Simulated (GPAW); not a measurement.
**Cutoff, mesh and smearing for a 3-layer slab of Ir(111)**

How do cutoff, mesh, smearing and the dipole layer change the work function of a 3-layer slab of Ir(111)?

Program: GPAW 26.7.0. Level of theory: GPAW, PAW setups; slab in vacuum. Results are calculated unless marked as measured.

Report form: the programs' logs are mostly left out.

## Step 1: The starting structure

The cell holds 3 atoms: 3 Ir. Cell: a = 2.715 Å, b = 2.715 Å, c = 18.434 Å, α = 90.0°, β = 90.0°, γ = 60.0°. Vacuum lies along c.

## Step 2: Relaxing the atoms

The atoms are relaxed first, since the surface dipole, and with it the work function, follows the positions of the outer layers. The lowest 1 atoms are held at bulk positions and keep their forces.

File run.py:

```python
import json
import numpy as np
from ase import Atoms
from ase.constraints import FixAtoms
from ase.optimize import BFGS
from gpaw import GPAW, PW

slab = Atoms(
    ['Ir', 'Ir', 'Ir'],
    positions=[
        [1.35765, 0.78384, 7.00000],
        [2.71529, 1.56767, 9.21703],
        [0.00000, 0.00000, 11.43405]],
    cell=[[2.71529, 0.0, 0.0], [1.35765, 2.35151, 0.0], [0.0, 0.0, 18.43405]],
    pbc=[True, True, False])

slab.calc = GPAW(mode=PW(400), xc='PBE', kpts={'size': (13, 13, 1), 'gamma': True},
                 occupations={'name': 'fermi-dirac', 'width': 0.1}, nbands='140%',
                 convergence={'density': 0.0001}, maxiter=200,
                 poissonsolver={'dipolelayer': 'xy'},
                 symmetry={'tolerance': 1e-3}, txt='slab.txt')
result = {}
slab.set_constraint(FixAtoms([0]))
path = []
opt = BFGS(slab, maxstep=0.2)
opt.attach(lambda: path.append((slab.get_potential_energy(), slab.positions.tolist(), slab.get_forces().tolist())))
result['relaxed'] = bool(opt.run(fmax=0.05, steps=30))
result['path'] = path
energy = slab.get_potential_energy()
fermi = slab.calc.get_fermi_level()
v = slab.calc.get_electrostatic_potential().mean((0, 1)) - fermi
n = slab.calc.get_pseudo_density().mean((0, 1))
L = slab.cell[2, 2]
z = np.arange(len(v)) * L / len(v)
low, high = slab.positions[:, 2].min(), slab.positions[:, 2].max()
below, above = np.interp([low - 4.8, high + 4.8], z, v)
slopes = [np.interp(x, z, np.gradient(v, z)) for x in (low - 4.8, high + 4.8)]
eps = np.array([[slab.calc.get_eigenvalues(k, s) for k in range(len(slab.calc.get_ibz_k_points()))]
                for s in range(slab.calc.get_number_of_spins())]) - fermi
top, bottom = eps[eps < 0].max(), eps[eps > 0].min()
dipole = slab.get_dipole_moment()[2]
print(f'energy {energy:.4f} eV, Fermi level {fermi:.4f} eV, dipole {dipole:.5f} e A')
print(f'potential 4.8 A off the faces, from the Fermi level: lower {below:.4f} eV, upper {above:.4f} eV')
print(f'slope of the potential there: lower {slopes[0]:.5f}, upper {slopes[1]:.5f} eV/A')
print(f'nearest levels on the mesh: {top:.4f} and {bottom:.4f} eV')
print('magnetic moment', round(slab.get_magnetic_moment(), 3))
result.update(energy=energy, fermi=fermi, dipole=dipole, below=below, above=above, slopes=slopes, edges=[top, bottom],
              z=z.tolist(), v=v.tolist(), n=n.tolist(), positions=slab.positions.tolist(),
              forces=slab.get_forces(apply_constraint=False).tolist(), moments=slab.get_magnetic_moments().tolist())
json.dump(result, open('result.json', 'w'))
```

The run is started by

```
$ OMP_NUM_THREADS=1 OPENBLAS_NUM_THREADS=1 python run.py
```

Wall time 2.9 min (1 thread of Intel Xeon Platinum 8259CL at 2.50GHz (Skylake/Cascade Lake), shared host); peak memory 0.18 GiB.

The steps of the relaxation:

```csv
step,energy less that of the first step (eV),largest force (eV/Å)
1,0.0000,0.3993
2,-0.0025,0.3492
3,-0.0125,0.3613
4,-0.0139,0.2894
5,-0.0181,0.0652
6,-0.0182,0.0059
```

The atoms that moved most (Å):

```csv
atom,dx,dy,dz,length
Ir3,0.000,0.000,-0.070,0.070
Ir2,0.000,0.000,-0.035,0.035
```

The relaxed structure:

```xyz
3
Lattice="2.7153 0.0000 0.0000 1.3576 2.3515 0.0000 0.0000 0.0000 18.4341" Properties=species:S:1:pos:R:3
Ir    1.3576    0.7838    7.0000
Ir    2.7153    1.5677    9.1820
Ir    0.0000    0.0000   11.3645
```

This step gave:

| Property | Result |
| --- | --- |
| dipole along the normal | -1.36e-4 e·Å |
| levels nearest the Fermi level on the mesh | -0.02939, 0.009564 eV from the Fermi level |
| upper work function | 5.383 eV |
| lower work function | 5.384 eV |

Table of electrostatic potential energy of an electron (without an applied field's), less the Fermi level, planar mean by z:

z (Å), electrostatic potential energy of an electron (without an applied field's), less the Fermi level, planar mean (eV) and a bar from the least value:
```
      0.0        5.4 ##############################
      0.5        5.4 ##############################
      1.0        5.4 ##############################
      1.5        5.4 ##############################
      2.0        5.4 ##############################
      2.5        5.4 ##############################
      3.0        5.4 ##############################
      3.5        5.4 ##############################
      4.0        5.4 ##############################
      4.5        5.3 ##############################
      5.0        5.0 ##############################
      5.5        4.0 #############################
      6.0       -0.1 #########################
      6.5      -14.6 #############
      7.0      -30.7 
      7.5      -15.1 #############
      8.0       -2.5 #######################
      8.5       -8.7 ##################
      9.0      -28.5 ##
      9.5      -23.5 ######
     10.0       -5.2 #####################
     10.5       -4.0 ######################
     11.0      -21.0 ########
     11.5      -29.0 #
     12.0       -9.2 ##################
     12.5        1.6 ###########################
     13.0        4.4 #############################
     13.5        5.1 ##############################
     14.0        5.3 ##############################
     14.5        5.4 ##############################
     15.0        5.4 ##############################
     15.5        5.4 ##############################
     16.0        5.4 ##############################
     16.5        5.4 ##############################
     17.0        5.4 ##############################
     17.5        5.4 ##############################
     18.0        5.4 ##############################
```

Pseudo valence density, planar mean against z:

```csv
z (Å),"pseudo valence density, planar mean (e/Å³)"
0.00,0
0.41,0
1.02,0
1.43,0
2.05,5.0e-6
2.46,1.4e-5
2.87,4.3e-5
3.48,2.3e-4
3.89,7.1e-4
4.51,0.00377
4.92,0.0116
5.33,0.0355
5.94,0.198
6.35,0.595
6.96,2.27
7.37,1.29
7.78,0.520
8.40,0.504
8.81,1.28
9.42,1.77
9.83,0.638
10.45,0.440
10.86,0.903
11.27,2.18
11.88,0.866
12.29,0.290
12.90,0.0515
13.31,0.0167
13.72,0.00545
14.34,0.00102
14.75,3.3e-4
15.36,6.3e-5
15.77,2.1e-5
16.18,7.1e-6
16.80,0
17.21,0
17.82,0
18.23,0
```

The relaxation lowered the energy of the cell by 0.0182 eV (energies extrapolated to zero smearing; the optimiser's log prints free energies). The largest force left on a free atom is 0.0059 eV/Å.

## Step 3: The slab's potential

The work function is the vacuum plateau of the electrostatic potential less the Fermi level; a dipole layer lets the two faces have plateaus of their own.

Edit run.py of step 2 so:

```diff
@@ -3,4 +3,2 @@
 from ase import Atoms
-from ase.constraints import FixAtoms
-from ase.optimize import BFGS
 from gpaw import GPAW, PW
@@ -11,4 +9,4 @@
         [1.35765, 0.78384, 7.00000],
-        [2.71529, 1.56767, 9.21703],
-        [0.00000, 0.00000, 11.43405]],
+        [2.71529, 1.56767, 9.18204],
+        [0.00000, 0.00000, 11.36452]],
     cell=[[2.71529, 0.0, 0.0], [1.35765, 2.35151, 0.0], [0.0, 0.0, 18.43405]],
@@ -18,3 +16,3 @@
                  occupations={'name': 'fermi-dirac', 'width': 0.1}, nbands='140%',
-                 convergence={'density': 0.0001}, maxiter=200,
+                 convergence={'density': 1e-05}, maxiter=200,
                  poissonsolver={'dipolelayer': 'xy'},
@@ -22,8 +20,2 @@
 result = {}
-slab.set_constraint(FixAtoms([0]))
-path = []
-opt = BFGS(slab, maxstep=0.2)
-opt.attach(lambda: path.append((slab.get_potential_energy(), slab.positions.tolist(), slab.get_forces().tolist())))
-result['relaxed'] = bool(opt.run(fmax=0.05, steps=30))
-result['path'] = path
 energy = slab.get_potential_energy()
```

Run time: 40 s. Hardware: 1 thread; peak memory 0.18 GiB.

Numbers from this step:

```
dipole along the normal                    : 6.16e-5 e·Å
levels nearest the Fermi level on the mesh : -0.02938, 0.009571 eV from the Fermi level
upper work function                        : 5.384 eV
```

Table of electrostatic potential energy of an electron (without an applied field's), less the Fermi level, planar mean by z:

```csv
z (Å),"electrostatic potential energy of an electron (without an applied field's), less the Fermi level, planar mean (eV)"
0.0,5.38
0.5,5.38
1.0,5.38
1.5,5.38
2.0,5.38
2.5,5.38
3.0,5.38
3.5,5.38
4.0,5.36
4.5,5.29
5.0,5.03
5.5,3.99
6.0,-0.123
6.5,-14.6
7.0,-30.7
7.5,-15.1
8.0,-2.49
8.5,-8.69
9.0,-28.5
9.5,-23.5
10.0,-5.21
10.5,-4.05
11.0,-21.0
11.5,-29.0
12.0,-9.16
12.5,1.62
13.0,4.43
13.5,5.14
14.0,5.32
14.5,5.37
15.0,5.38
15.5,5.38
16.0,5.38
16.5,5.38
17.0,5.38
17.5,5.38
18.0,5.38
```

The pseudo valence density, planar mean oscillates, so the rows of the table below give means over windows of 1 Å about each position, cut where the curve ends. Its maxima inside the range that stand out by 2 % of the span (Å: e/Å³): 7.0: 2.27, 9.2: 2.28, 11.3: 2.18. Its minima: 8.2: 0.410, 10.2: 0.400.

The pseudo valence density, planar mean by z; means over each step:

```csv
z (Å),"pseudo valence density, planar mean (e/Å³)"
3,8.7e-5
4,0.00131
5,0.0204
6,0.328
7,1.65
8,0.550
9,1.58
10,0.668
11,1.36
12,0.834
13,0.0551
14,0.00357
15,2.4e-4
16,1.6e-5
```

The potential is flat to 5.8e-4 eV/Å where it is read, so the vacuum is wide enough.

## Step 4: Cutoff 200

The cutoff limits how sharply the smooth valence waves can vary, which tells mostly near the atoms.

Edit run.py of step 3 so:

```diff
@@ -14,3 +14,3 @@
 
-slab.calc = GPAW(mode=PW(400), xc='PBE', kpts={'size': (13, 13, 1), 'gamma': True},
+slab.calc = GPAW(mode=PW(200), xc='PBE', kpts={'size': (13, 13, 1), 'gamma': True},
                  occupations={'name': 'fermi-dirac', 'width': 0.1}, nbands='140%',
```

It took 18 s on 1 thread; peak memory 0.14 GiB.

The run finished. A setting was moved off its sound value on purpose, so it serves as a test and not as the result.

The fault put into the input: a cutoff under that of the base run: the energy of the cell lies 1.8 eV from the base value (ecut = 200).

Side by side:

```csv
quantity,this run,sound run,difference
upper work function (eV),5.4055,5.3837,0.0218
lower work function (eV),5.4025,5.3843,0.0183
```

## Step 5: Cutoff 300

Edit run.py of step 4 so:

```diff
@@ -14,3 +14,3 @@
 
-slab.calc = GPAW(mode=PW(200), xc='PBE', kpts={'size': (13, 13, 1), 'gamma': True},
+slab.calc = GPAW(mode=PW(300), xc='PBE', kpts={'size': (13, 13, 1), 'gamma': True},
                  occupations={'name': 'fermi-dirac', 'width': 0.1}, nbands='140%',
```

The job ended after 29 s (1 thread; peak memory 0.16 GiB).

The run finished. A setting was moved off its sound value on purpose, so it serves as a test and not as the result.

The fault put into the input: a cutoff under that of the base run: the energy of the cell lies 0.52 eV from the base value (ecut = 300).

Side by side:

```csv
quantity,this run,sound run,difference
upper work function (eV),5.3891,5.3837,0.00540
lower work function (eV),5.3887,5.3843,0.00448
```

## Step 6: Cutoff 700: ecut = 700

Edit run.py of step 5 so:

```diff
@@ -14,3 +14,3 @@
 
-slab.calc = GPAW(mode=PW(300), xc='PBE', kpts={'size': (13, 13, 1), 'gamma': True},
+slab.calc = GPAW(mode=PW(700), xc='PBE', kpts={'size': (13, 13, 1), 'gamma': True},
                  occupations={'name': 'fermi-dirac', 'width': 0.1}, nbands='140%',
```

The job ended after 1.7 min (1 thread; peak memory 0.27 GiB).

Numbers from this step:

- dipole along the normal: 8.36e-5 e·Å
- levels nearest the Fermi level on the mesh: -0.02942, 0.009366 eV from the Fermi level
- upper work function: 5.385 eV
- lower work function: 5.385 eV

Table of electrostatic potential energy of an electron (without an applied field's), less the Fermi level, planar mean by z:

z (Å), electrostatic potential energy of an electron (without an applied field's), less the Fermi level, planar mean (eV) and a bar from the least value:
```
      0.0        5.4 ##############################
      0.5        5.4 ##############################
      1.0        5.4 ##############################
      1.5        5.4 ##############################
      2.0        5.4 ##############################
      2.5        5.4 ##############################
      3.0        5.4 ##############################
      3.5        5.4 ##############################
      4.0        5.4 ##############################
      4.5        5.3 ##############################
      5.0        5.0 ##############################
      5.5        4.0 #############################
      6.0       -0.1 #########################
      6.5      -14.6 #############
      7.0      -30.8 
      7.5      -15.1 #############
      8.0       -2.5 #######################
      8.5       -8.7 ##################
      9.0      -28.5 ##
      9.5      -23.5 ######
     10.0       -5.2 #####################
     10.5       -4.0 ######################
     11.0      -21.0 ########
     11.5      -29.1 #
     12.0       -9.1 ##################
     12.5        1.6 ###########################
     13.0        4.4 #############################
     13.5        5.1 ##############################
     14.0        5.3 ##############################
     14.5        5.4 ##############################
     15.0        5.4 ##############################
     15.5        5.4 ##############################
     16.0        5.4 ##############################
     16.5        5.4 ##############################
     17.0        5.4 ##############################
     17.5        5.4 ##############################
     18.0        5.4 ##############################
```

Table of pseudo valence density, planar mean by z:

```csv
z (Å),"pseudo valence density, planar mean (e/Å³)"
3.0,6.3e-5
3.5,2.5e-4
4.0,9.5e-4
4.5,0.00378
5.0,0.0149
5.5,0.0580
6.0,0.236
6.5,0.924
7.0,2.22
7.5,0.938
8.0,0.415
8.5,0.613
9.0,1.95
9.5,1.48
10.0,0.484
10.5,0.473
11.0,1.33
11.5,2.08
12.0,0.626
12.5,0.163
13.0,0.0404
13.5,0.0101
14.0,0.00258
14.5,6.7e-4
15.0,1.7e-4
```

The upper face's work function is 5.385 eV, against 5.384 eV in the first plane-wave PBE run at this geometry.

## Step 7: K mesh 4×4

The mesh in the plane samples the bands: a metal's Fermi level needs it dense, and band edges must lie on it.

Edit run.py of step 6 so:

```diff
@@ -14,3 +14,3 @@
 
-slab.calc = GPAW(mode=PW(700), xc='PBE', kpts={'size': (13, 13, 1), 'gamma': True},
+slab.calc = GPAW(mode=PW(400), xc='PBE', kpts={'size': (4, 4, 1), 'gamma': True},
                  occupations={'name': 'fermi-dirac', 'width': 0.1}, nbands='140%',
```

Elapsed: 12 s, on 1 thread; peak memory 0.16 GiB.

The run finished with changed settings (kpts = [4, 4]); it serves as a test.

Side by side:

```csv
quantity,this run,sound run,difference
upper work function (eV),5.6181,5.3837,0.234
lower work function (eV),5.6186,5.3843,0.234
```

The two runs differ clearly in the upper work function: 5.62 eV against 5.38 eV.

## Step 8: K mesh 8×8

Edit run.py of step 7 so:

```diff
@@ -14,3 +14,3 @@
 
-slab.calc = GPAW(mode=PW(400), xc='PBE', kpts={'size': (4, 4, 1), 'gamma': True},
+slab.calc = GPAW(mode=PW(400), xc='PBE', kpts={'size': (8, 8, 1), 'gamma': True},
                  occupations={'name': 'fermi-dirac', 'width': 0.1}, nbands='140%',
```

Elapsed: 22 s, on 1 thread; peak memory 0.17 GiB.

The run finished with changed settings (kpts = [8, 8]); it serves as a test.

Side by side:

```csv
quantity,this run,sound run,difference
upper work function (eV),5.3268,5.3837,-0.0570
lower work function (eV),5.3273,5.3843,-0.0570
```

One result that differs is the lower work function, 5.33 eV against 5.38 eV.

## Step 9: K mesh 20×20: kpts = [20, 20]

Edit run.py of step 8 so:

```diff
@@ -14,3 +14,3 @@
 
-slab.calc = GPAW(mode=PW(400), xc='PBE', kpts={'size': (8, 8, 1), 'gamma': True},
+slab.calc = GPAW(mode=PW(400), xc='PBE', kpts={'size': (20, 20, 1), 'gamma': True},
                  occupations={'name': 'fermi-dirac', 'width': 0.1}, nbands='140%',
```

Wall time 77 s (1 thread); peak memory 0.21 GiB.

Numbers from this step:

```
dipole along the normal                    : 6.37e-5 e·Å
levels nearest the Fermi level on the mesh : -0.01109, 9.99e-4 eV from the Fermi level
upper work function                        : 5.383 eV
lower work function                        : 5.384 eV
```

The upper face's work function is 5.383 eV, against 5.384 eV in the first plane-wave PBE run at this geometry.

(Part 1 of 2 ends here.)

[Logs are printed without paths, hosts, clocks, repeated set-up lines and the standing remarks that a program may print on its own settings, such as how far it seeks lower states.]

[Hosts, paths, dates, database ids (printed as entryN), source tags and the programs' standing remarks are cut or masked in the printed files.]
